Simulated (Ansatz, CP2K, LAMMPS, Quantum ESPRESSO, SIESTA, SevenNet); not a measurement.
# Structure and levels of amorphous 14HfO2-86SiO2 (mol %) (84 atoms) across programs

Aim: relax amorphous 14HfO2-86SiO2 (mol %) (84 atoms), then compare forces, pressure and levels from several programs at that geometry.

All numbers are calculated, not measured.

### 1. The cell

The cell holds 84 atoms (4 Hf, 24 Si and 56 O), with edges of 10.78, 10.78 and 10.78 Å. Recipe: 84 atoms (4 Zr, 24 Si, 56 O) placed at random at 2.56 g/cm³, melted at 5000 K for 10 ps at fixed volume with the Morse and Coulomb pair potential with partial charges (Pedone, Malavasi, Menziani, Cormack and Segre, J. Phys. Chem. B 110, 11780 (2006)). Quenched from 5000 K to 300 K at 50 K/ps and fixed volume, held 5 ps, then minimised at fixed cell. Then Zr was replaced by Hf (the potential has no terms for the new elements, so the cell is a start for a DFT relaxation). Then the atoms were relaxed with SevenNet 0 in the fixed cell. Then the atoms were relaxed with CP2K double zeta, PBE.

### 2. The relaxation

CP2K double zeta (DZVP-MOLOPT-SR, GTH-PBE potentials, 480 Ry; k-points Γ) took 13 geometry steps and reached its thresholds. It started from the geometry that SevenNet 0 had relaxed.

Elapsed: 6 min, on 4 MPI ranks of Arm Neoverse V2, shared host; peak memory 2.5 GiB; 24 min of CPU time.

```csv
,before,after
energy (meV/atom),0,-2.8
Si-O bonds under 2.16 Å,96 at 1.645 Å,96 at 1.649 Å
Hf-O bonds under 2.82 Å,22 at 2.091 Å,22 at 2.080 Å
```

Atoms moved by 0.03 Å r.m.s. and 0.05 Å at most, with the common shift taken off.

### 3. Structure of the relaxed cell

Density 3.03 g/cm³, 14.92 Å³ an atom.

Pair distribution functions g(r), in bins of 0.2 Å:

```csv
r (Å),total,O-O,O-Si,O-Hf,Si-Si,Si-Hf,Hf-Hf
1.50,0.23,0.00,0.60,0.00,0.00,0.00,0.00
1.70,4.75,0.00,12.48,0.00,0.00,0.00,0.00
1.90,0.30,0.00,0.10,4.08,0.00,0.00,0.00
2.10,0.36,0.00,0.00,5.72,0.00,0.00,0.00
2.30,0.08,0.00,0.00,1.27,0.00,0.00,0.00
2.50,0.50,1.04,0.06,0.36,0.00,0.00,0.00
2.70,2.40,5.30,0.00,0.00,0.23,0.68,0.00
2.90,0.66,1.23,0.13,0.27,0.60,0.00,0.00
3.10,0.80,0.72,0.19,0.23,4.45,1.11,0.00
3.30,0.75,0.55,0.61,0.42,2.13,2.40,5.80
3.50,0.71,0.36,0.99,0.88,0.00,4.23,0.00
3.70,0.68,0.47,0.94,0.82,0.13,1.52,4.74
3.90,0.97,0.56,1.68,1.02,0.11,0.34,0.00
4.10,1.37,0.97,2.00,1.73,0.61,0.61,0.00
4.30,1.26,0.84,1.92,1.92,0.29,0.00,3.33
4.50,1.03,1.02,0.81,1.85,1.53,1.04,0.00
4.70,0.85,1.08,0.50,1.12,1.10,0.69,0.00
4.90,1.03,1.26,0.71,0.74,1.44,1.09,0.00
5.10,1.21,1.58,0.97,0.43,1.13,0.60,2.37
5.30,1.18,1.51,0.78,0.48,1.72,1.48,0.00
```

Bonds by pair of elements; cutoffs follow the first minimum of g(r), held within bounds set by covalent radii, and pairs that aren't listed don't count as bonded:

```csv
pair A-B,cutoff (Å),bonds,mean length (Å),spread (Å),shortest (Å),B about A,A about B
O-Si,2.16,96,1.65,0.047,1.59,1.71,4
O-Hf,2.82,22,2.08,0.146,1.90,0.393,5.5
```

How many atoms have how many bonded neighbours:

```csv
element,mean,2,3,4,5,7
Hf,5.5,0,0,0,3,1
O,2.11,50,6,0,0,0
Si,4,0,0,24,0,0
```

Bond angles, per cent of each kind in bins of 5°:

```csv
angle (°),O-Si-O,O-Hf-O,Si-O-Si,Hf-O-Si
60–65,0.0,3.9,0.0,0.0
65–70,0.0,0.0,0.0,0.0
70–75,0.0,3.9,0.0,0.0
75–80,0.0,9.8,0.0,0.0
80–85,0.0,9.8,0.0,0.0
85–90,0.0,13.7,0.0,0.0
90–95,0.7,7.8,0.0,4.3
95–100,3.5,9.8,0.0,17.4
100–105,14.6,3.9,0.0,4.3
105–110,36.1,3.9,0.0,0.0
110–115,30.6,2.0,2.4,13.0
115–120,10.4,2.0,4.8,0.0
120–125,4.2,3.9,2.4,4.3
125–130,0.0,7.8,9.5,0.0
130–135,0.0,2.0,7.1,8.7
135–140,0.0,2.0,9.5,4.3
140–145,0.0,0.0,9.5,0.0
145–150,0.0,3.9,9.5,4.3
150–155,0.0,2.0,16.7,21.7
155–160,0.0,7.8,14.3,13.0
160–165,0.0,0.0,9.5,0.0
165–170,0.0,0.0,4.8,0.0
170–175,0.0,0.0,0.0,0.0
175–180,0.0,0.0,0.0,4.3
```

Bond angles (no mean is given where the spread exceeds 20°):

```csv
angle,count,mean (°),spread (°)
O-Si-O,144,109,5.4
O-Hf-O,51,-,-
Si-O-Si,42,145,14.4
Hf-O-Si,23,-,-
Hf-O-Hf,3,110,19.2
```

Oxygen atoms by the number of network formers (Si, P, Ge, B, Al, As, Ga) bound to them:

```csv
network formers bound to O,O atoms,per cent
0,1,1.8
1,15,26.8
2,39,69.6
3,1,1.8
```

Network units: each former by its oxygen neighbours and how many of them bridge to another former:

```csv
former,O neighbours,bridging O,atoms
Si,4,2,2
Si,4,3,11
Si,4,4,11
```

Bond length by coordination (bonds to H left out):

```csv
element,coordination,atoms,mean bond length (Å)
Hf,5,3,2.04
Hf,7,1,2.16
O,2,50,1.69
O,3,6,1.94
```

For some of the pairs, g(r) has its first main peak near 2.7 Å (O-O), 1.6 Å (O-Si), 2.0 Å (O-Hf), 3.2 Å (Si-Si) and 3.5 Å (Si-Hf). By these cutoffs 75 % of Hf atoms have 5, 89 % of O atoms have 2 and all Si atoms have 4 bonded neighbours. The O-Si-O angle averages 109° with a spread of 5°. Counting bonds to Si alone, not to Hf, 70 % of the oxygens join two of these atoms and 27 % one; 2 % join three; 2 % join none.

### 4. The plane-wave reference

Quantum ESPRESSO 7.5: Kohn-Sham DFT, PBE, SSSP efficiency 1.3.0 pseudopotentials, plane waves. Its input for the relaxed cell:

```
&control
  calculation = 'scf'
  pseudo_dir = './pseudo'
  outdir = './tmp'
  disk_io = 'none'
  tprnfor = .true.
  tstress = .true.
/
&system
  ibrav = 0
  nat = 84
  ntyp = 3
  ecutwfc = 60
  ecutrho = 480
  nosym = .true.
  occupations = 'smearing'
  smearing = 'fd'
  degauss = 0.003675
/
&electrons
  conv_thr = 4.2e-07
  electron_maxstep = 100
  mixing_beta = 0.4
  mixing_mode = 'plain'
  diagonalization = 'david'
/
ATOMIC_SPECIES
Hf 178.490 Hf.upf
Si 28.085 Si.upf
O 15.999 O.upf
CELL_PARAMETERS angstrom
10.78050 0.00000 0.00000
0.00000 10.78050 0.00000
0.00000 0.00000 10.78050
ATOMIC_POSITIONS crystal
Hf 0.81911 0.00014 0.45764
Hf 0.04382 0.59982 0.92705
Hf 0.79821 0.62655 0.74777
[... 79 atom lines left out ...]
O 0.06916 0.82667 0.59061
O 0.56906 0.35470 0.74802
K_POINTS gamma
```

Wall time 2.5 min (4 MPI ranks of Arm Neoverse V2, shared host); peak memory 4.4 GiB; 9.9 min of CPU time.

### 5. Side by side

CPU times are from a shared host and are rough.

| level | basis or training data | k-points | own r.m.s. force (meV/Å) | difference from the reference (meV/Å) | pressure (GPa) | Kohn-Sham gap (eV) | CPU time | memory (GiB) |
| --- | --- | --- | --- | --- | --- | --- | --- | --- |
| QE, PBE | plane waves, SSSP efficiency, 60/480 Ry | Γ | 129 | - | -2.28 | 3.81 | 9.9 min | 4.4 |
| CP2K triple zeta, PBE | TZV2P-UZH, GTH-PBE potentials, 600 Ry | Γ | 136 | 93 | -3.90 | 3.79 | 11 min | 5.4 |
| SIESTA DZP, PBE | DZP orbitals, shift 0.01 Ry, mesh 400 Ry | Γ | 179 | 174 | 0.06 | 3.95 | 4.4 min | 2.4 |
| SevenNet 0 | trained on PBE(+U) plane-wave data | - | 139 | 59 | -2.38 | - | 6.3 s | 0.89 |

The gap is the spacing of the highest filled and lowest empty Kohn-Sham level on the mesh; a dash marks partly filled levels, a spacing under 0.15 eV or a method without such levels.

### 6. What came out

Relaxation in the fixed cell lowers the energy by 3 meV/atom at its own level and moves atoms by up to 0.05 Å. The reference finds an r.m.s. force of 129 meV/Å there and a pressure of -2.28 GPa, at a geometry that CP2K double zeta made. Forces differ from the reference's by 59 meV/Å (SevenNet 0), 93 meV/Å (CP2K triple zeta, PBE) and 174 meV/Å (SIESTA DZP, PBE).

CP2K double zeta is at its own minimum here, so the reference's force is itself a measure of how the two differ. Pressures lie -0.1 GPa (SevenNet 0), -1.6 GPa (CP2K triple zeta, PBE) and +2.3 GPa (SIESTA DZP, PBE) from the reference's. The highest filled and lowest empty levels lie 3.81 eV apart in the reference, against 3.79 eV in CP2K triple zeta, PBE and 3.95 eV in SIESTA DZP, PBE. By these cutoffs 75 % of Hf atoms have 5, 89 % of O atoms have 2 and all Si atoms have 4 bonded neighbours.

**Limits.** The density was set by the recipe and held. One sample of a disordered cell; defect or tail levels can set the gap. Gaps are read on the mesh, which holds the band edges only if they fold onto it, and semilocal functionals tend to put them under measured ones. The quench rate of 50 K/ps is many orders above laboratory rates, so the cell is likely richer in defects and strain than a real sample. The reference samples only Γ, in a cell whose shortest periodic width is 11 Å. Spin–orbit coupling is left out, which matters for the levels of the heavy elements. The plane-wave runs aren't exact: their cutoffs and mesh weren't converged further here. SIESTA's automatically made basis is far from complete, and its potentials were converted by us (checked for H, C, O, Si, Ge and Ca alone). Where levels are smeared, the DFT runs use Fermi–Dirac occupations at 580 K (0.05 eV), and energies are free energies.

[Logs are printed without paths, hosts, clocks, repeated set-up lines and the standing remarks that a program may print on its own settings, such as how far it seeks lower states.]

[Hosts, paths, dates, database ids (printed as entryN), source tags and the programs' standing remarks are cut or masked in the printed files.]
